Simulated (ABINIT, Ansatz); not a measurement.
# Quasiparticle gap of ScHO2 (P6_3/mmc) in ABINIT

Wanted: ground state, empty states, screening and self-energy for ScHO2 (P6_3/mmc).

Main program and level: ABINIT 10.8.3; PBEsol and many-body steps on it, plane waves.

## 1. Set-up

Symmetry: P6_3/mmc, No. 194, hexagonal system. The conventional cell has a = 3.234 Å, b = 3.234 Å, c = 9.062 Å, α = 90.00°, β = 90.00°, γ = 120.00°. Nearest to Sc lie 6 O at 2.14 Å. Nearest to H lie 2 O at 1.22 Å. Nearest to O lie 1 H at 1.22 Å and 3 Sc at 2.14 Å. Farther neighbours and most contacts between anions are not listed.

The cell and positions are those that the Materials Project relaxed with its own functionals (PBE, PBE+U or r2SCAN), kept fixed.

## 2. Ground state

This step: ABINIT 10.8.3; DFT, PBEsol, plane waves, norm-conserving pseudopotentials.

The ground-state density comes first.

File run.abi:

```
acell 3*1.0 Angstrom
rprim 
  3.233532062406 -0.000000000001 0.000000000000
  -1.616766031202 2.800320909996 0.000000000000
  0.000000000000 0.000000000000 9.062126000000
ntypat 3
znucl 21 1 8
natom 8
typat 1 1 2 2 3 3 3 3
xred 
  0.000000000000 0.000000000000 0.500000000000
  0.000000000000 0.000000000000 0.000000000000
  0.666666666667 0.333333333333 0.750000000000
  0.333333333333 0.666666666667 0.250000000000
  0.666666666667 0.333333333333 0.615588000000
  0.666666666667 0.333333333333 0.884412000000
  0.333333333333 0.666666666667 0.115588000000
  0.333333333333 0.666666666667 0.384412000000
pp_dirpath "pseudos"
pseudos "Sc.upf, H.upf, O.upf"
ecut 36
ngkpt 6 6 2
nshiftk 1
shiftk 0 0 0
kptopt 1
chksymbreak 0
nband 32
occopt 1
tolvrs 1e-10
nstep 60
prtwf 0
optforces 0
optstress 0
indata_prefix "in"
outdata_prefix "out"
tmpdata_prefix "tmp"
```

Run with:

```sh
OMP_NUM_THREADS=1 mpirun -n 4 abinit run.abi > log
```

Numbers of over 12 decimals in the logs are rounded to 6 here.

Log:

```text
.Version 10.8.3 of ABINIT. v10.8.2 released Aug 2026.

 Symmetries : space group P6_3/m m c (#194); Bravais hP (primitive hexag.)
================================================================================
 Values of the parameters that define the memory need of the present run
     intxc =       0    ionmov =       0      iscf =       7    lmnmax =       6
     lnmax =       6     mgfft =      96  mpssoang =       3    mqgrid =    4626
     natom =       8  nloc_mem =       1    nspden =       1   nspinor =       1
    nsppol =       1      nsym =      24    n1xccc =    2501    ntypat =       3
    occopt =       1   xclevel =       2
-    mband =          32        mffmem =           1         mkmem =           4
       mpw =        5730          nfft =      124416          nkpt =          14
================================================================================
  Rough estimation (10% accuracy) of disk space for files :
================================================================================

--------------------------------------------------------------------------------
------------- Echo of variables that govern the present computation ------------
--------------------------------------------------------------------------------
 -outvars: echo values of preprocessed input variables --------
            acell      1.8897261259E+00  1.8897261259E+00  1.8897261259E+00 Bohr

      chksymbreak           0
             ecut      3.60000000E+01 Hartree
-          fftalg         312

              ixc     -116133
              kpt      0.00000000E+00  0.00000000E+00  0.00000000E+00
                       1.66666667E-01  0.00000000E+00  0.00000000E+00
                       3.33333333E-01  0.00000000E+00  0.00000000E+00
                       5.00000000E-01  0.00000000E+00  0.00000000E+00
                       1.66666667E-01  1.66666667E-01  0.00000000E+00
                       3.33333333E-01  1.66666667E-01  0.00000000E+00
                       3.33333333E-01  3.33333333E-01  0.00000000E+00
                       0.00000000E+00  0.00000000E+00  5.00000000E-01
                       1.66666667E-01  0.00000000E+00  5.00000000E-01
                       3.33333333E-01  0.00000000E+00  5.00000000E-01
                       5.00000000E-01  0.00000000E+00  5.00000000E-01
[...]
kptrlatt        6    0    0      0    6    0      0    0    2
          kptrlen      3.42498725E+01
P           mkmem           4
            natom           8
            nband          32
            ngfft          36      36      96
             nkpt          14
            nstep          60
             nsym          24
           ntypat           3
              occ      2.000000  2.000000  2.000000  2.000000  2.000000  2.000000
                       2.000000  2.000000  2.000000  2.000000  2.000000  2.000000
                       2.000000  2.000000  2.000000  2.000000  2.000000  2.000000
                       2.000000  2.000000  2.000000  2.000000  2.000000  2.000000
                       0.000000  0.000000  0.000000  0.000000  0.000000  0.000000
                       0.000000  0.000000
        optforces           0
        optstress           0
            prtwf           0
            rprim      3.2335320624E+00 -1.0000000000E-12  0.0000000000E+00
[...]
spgroup         194

           tolvrs      1.00000000E-10

             xred      0.0000000000E+00  0.0000000000E+00  5.0000000000E-01
[...]
znucl       21.00000    1.00000    8.00000

================================================================================

 chkinp: Checking input parameters for consistency.

================================================================================
== DATASET  1 ==================================================================
-   mpi_nproc: 4, omp_nthreads: 1 (-1 if OMP is not activated)

--- !DatasetInfo
iteration_state: {dtset: 1, }
dimensions: {natom: 8, nkpt: 14, mband: 32, nsppol: 1, nspinor: 1, nspden: 1, mpw: 5730, }
cutoff_energies: {ecut:  36.0, pawecutdg:  -1.0, }
electrons: {nelect:   4.80000000E+01, charge:   0.00000000E+00, occopt:   1.00000000E+00, tsmear:   1.00000000E-02, }

 Real(R)+Recip(G) space primitive vectors, cartesian coordinates (Bohr,Bohr^-1):
 R(1)=  6.1104900  0.0000000  0.0000000  G(1)=  0.1636530  0.0944851  0.0000000
 R(2)= -3.0552450  5.2918396  0.0000000  G(2)=  0.0000000  0.1889702  0.0000000
 R(3)=  0.0000000  0.0000000 17.1249363  G(3)=  0.0000000  0.0000000  0.0583944
 Unit cell volume ucvol=  5.5374737E+02 bohr^3
 Angles (23,13,12)=  9.00000000E+01  9.00000000E+01  1.20000000E+02 degrees

 getcut: wavevector=  0.0000  0.0000  0.0000  ngfft=  36  36  96
         ecut(hartree)=     36.000   => boxcut(ratio)=   2.07552

--- Pseudopotential description ------------------------------------------------
- Sc Generated using ONCVPSP code by D. R. Hamann
- 21.00000  11.00000  180301                  znucl, zion, pspdat
12 -116133 2 -1 1642                          pspcod,pspxc,lmax,lloc,mmax
     nproj     2     2     2
  pspatm : epsatm=   13.58981452
         --- l  ekb(1:nproj) -->
[...]
pspatm: atomic psp has been read  and splines computed

- H Generated using ONCVPSP code by D. R. Hamann
[...]
pspatm: atomic psp has been read  and splines computed

- O Generated using ONCVPSP code by D. R. Hamann
-  8.00000   6.00000  180301                  znucl, zion, pspdat
12 -116133 2 -1 936                           pspcod,pspxc,lmax,lloc,mmax
     nproj     2     2     1
  pspatm : epsatm=    6.22910120
         --- l  ekb(1:nproj) -->
[...]
2   -1.335834
 pspatm: atomic psp has been read  and splines computed

   2.53477158E+03                                ecore*ucvol(ha*bohr**3)
--------------------------------------------------------------------------------

_setup2: Arith. and geom. avg. npw (full set) are    5712.792    5712.784

================================================================================

--- !BeginCycle
iteration_state: {dtset: 1, }
solver: {iscf: 7, nstep: 60, nline: 4, wfoptalg: 0, }
tolerances: {tolvrs: 1.00E-10, }

     iter   Etot(hartree)      deltaE(h)  residm     vres2
 ETOT  1  -163.61917315036    -1.636E+02 1.080E-01 1.651E+03
 ETOT  2  -162.62847170729     9.907E-01 6.301E-02 5.800E+03
 ETOT  3  -164.17525643005    -1.547E+00 1.206E-02 8.806E+01
 ETOT  4  -164.18953249233    -1.428E-02 9.196E-03 2.326E+01
 ETOT  5  -164.19358640098    -4.054E-03 4.994E-03 9.156E-01
 ETOT  6  -164.19386424776    -2.778E-04 2.867E-03 7.006E-02
 ETOT  7  -164.19387921651    -1.497E-05 1.554E-03 5.800E-03
 ETOT  8  -164.19388024577    -1.029E-06 1.565E-03 8.292E-04
 ETOT  9  -164.19388035549    -1.097E-07 4.869E-04 2.526E-05
 ETOT 10  -164.19388035986    -4.371E-09 7.770E-04 1.566E-06
 ETOT 11  -164.19388036011    -2.528E-10 6.759E-04 7.381E-09
 ETOT 12  -164.19388036012    -7.020E-12 7.145E-04 1.311E-09
 ETOT 13  -164.19388036012     5.684E-13 1.043E-03 1.318E-10
 ETOT 14  -164.19388036012     3.098E-12 9.903E-04 4.243E-12

 At SCF step   14       vres2   =  4.24E-12 < tolvrs=  1.00E-10 =>converged.

--- !ResultsGS
iteration_state: {dtset: 1, }
comment   : Summary of ground state results
lattice_vectors:
- [  6.1104900,  -0.0000000,   0.0000000, ]
- [ -3.0552450,   5.2918396,   0.0000000, ]
- [  0.0000000,   0.0000000,  17.1249363, ]
lattice_lengths: [   6.11049,    6.11049,   17.12494, ]
lattice_angles: [ 90.000,  90.000, 120.000, ] # degrees, (23, 13, 12)
lattice_volume:   5.5374737E+02
convergence: {deltae:  3.098E-12, res2:  4.243E-12, residm:  9.903E-04, diffor:  0.000E+00, }
etotal    :  -1.64193880E+02
entropy   :   0.00000000E+00
fermie    :   1.16128286E-01
cartesian_stress_tensor: null
pressure_GPa: null
xred      :
- [  0.0000E+00,   0.0000E+00,   5.0000E-01, Sc]
- [  0.0000E+00,   0.0000E+00,   5.5511E-17, Sc]
- [  6.6667E-01,   3.3333E-01,   7.5000E-01,  H]
- [  3.3333E-01,   6.6667E-01,   2.5000E-01,  H]
- [  6.6667E-01,   3.3333E-01,   6.1559E-01,  O]
- [  6.6667E-01,   3.3333E-01,   8.8441E-01,  O]
- [  3.3333E-01,   6.6667E-01,   1.1559E-01,  O]
- [  3.3333E-01,   6.6667E-01,   3.8441E-01,  O]
cartesian_forces: null
force_length_stats: {min: null, max: null, mean: null, }

 Integrated electronic density in atomic spheres:
 ------------------------------------------------
 Atom  Sphere_radius  Integrated_density
[...]
================================================================================

 ----iterations are completed or convergence reached----

 Mean square residual over all n,k,spin=   37.848E-07; max=  99.031E-05
 reduced coordinates (array xred) for    8 atoms
[...]
0.333333333333      0.666666666667      0.250000000000
       0.666666666667      0.333333333333      0.615588000000
       0.666666666667      0.333333333333      0.884412000000
       0.333333333333      0.666666666667      0.115588000000
       0.333333333333      0.666666666667      0.384412000000
 rms dE/dt=  0.0000E+00; max dE/dt=  0.0000E+00; dE/dt below (all hartree)
    1       0.000000000000      0.000000000000      0.000000000000
    2       0.000000000000      0.000000000000      0.000000000000
    3       0.000000000000      0.000000000000      0.000000000000
    4       0.000000000000      0.000000000000      0.000000000000
    5       0.000000000000      0.000000000000      0.000000000000
    6       0.000000000000      0.000000000000      0.000000000000
    7       0.000000000000      0.000000000000      0.000000000000
    8       0.000000000000      0.000000000000      0.000000000000

 cartesian coordinates (angstrom) at end:
    1      0.000000     0.000000     4.531063
    2      0.000000     0.000000     0.000000
    3      1.616766     0.933440     6.796595
    4      6.7e-13     1.866881     2.265531
    5      1.616766     0.933440     5.578536
    6      1.616766     0.933440     8.014653
    7      6.7e-13     1.866881     1.047473
    8      6.7e-13     1.866881     3.483590
 length scales=  1.889726125908  1.889726125908  1.889726125908 bohr
              =  1.000000000000  1.000000000000  1.000000000000 angstroms
 prteigrs : about to open file out_EIG
 Fermi (or HOMO) energy (hartree) =   0.11613   Average Vxc (hartree)=  -0.38396
 Eigenvalues (hartree) for nkpt=  14  k points:
 kpt#   1, nband= 32, wtk=  0.01389, kpt=  0.0000  0.0000  0.0000 (reduced coord)
  -1.61588   -1.61587   -0.83966   -0.83895   -0.82652   -0.82652   -0.82651   -0.82651
  -0.52451   -0.49394   -0.48272   -0.44273   -0.11871   -0.05206    0.02052    0.02472
   0.02472    0.03484    0.03484    0.09610    0.09610    0.11108    0.11263    0.11263
   0.28436    0.29167    0.29167    0.29465    0.29465    0.32441    0.33813    0.37743
 prteigrs : prtvol=0 or 1, do not print more k-points.

--- !EnergyTerms
iteration_state     : {dtset: 1, }
comment             : Components of total free energy in Hartree
kinetic             :  8.02112432457224E+01
hartree             :  4.40178647096189E+01
xc                  : -3.33230927710174E+01
Ewald energy        : -1.07875849477240E+02
psp_core            :  4.57748737721247E+00
local_psp           : -1.46101590503292E+02
non_local_psp       : -5.69994294112135E+00
total_energy        : -1.64193880360117E+02
total_energy_eV     : -4.46794309770554E+03
band_energy         : -1.95370940233523E+01

== END DATASET(S) ==============================================================
================================================================================

 -outvars: echo values of variables after computation  --------
           etotal     -1.6419388036E+02
            nband          32
             nkpt          14
          spgroup         194
 [... the other variables as echoed above ...]

 Calculation completed.
```

It took 48 s on 4 MPI ranks of Intel Xeon 6975P-C (Granite Rapids), shared host; peak memory 0.45 GiB.

Numbers from this step:

| Quantity | Value |
| --- | --- |
| total energy | -4467.9431 eV |
| gap | 3.692 eV |
| k of the valence top | 0.1667, 0, 0 |
| k of the conduction bottom | 0.5, 0, 0 |
| least direct gap | 4.082 eV |

The gap is indirect, with the least direct gap 0.39 eV higher.

(Continued in part 2 of 3.)

[Paths, hosts, dates, memory and timing lines, banners, echoed tables and standing remarks are left out of the program output.]

[Logs are printed without paths, hosts, clocks, repeated set-up lines and the standing remarks that a program may print on its own settings, such as how far it seeks lower states.]

[Runs of the session that timed out or met a known fault of the program may be left out.]

[Hosts, paths, dates, database ids (printed as entryN), source tags and the programs' standing remarks are cut or masked in the printed files.]

[G0W0 gaps are taken among the corrected bands and points alone; a level outside them can change the order at an edge.]

[Where Ansatz stands beside ABINIT at settings called matched, ABINIT's density can come from a denser mesh and the files from another edition; pairs whose starting gaps differed by over 0.03 eV were left out, so agreement reads better than it is.]
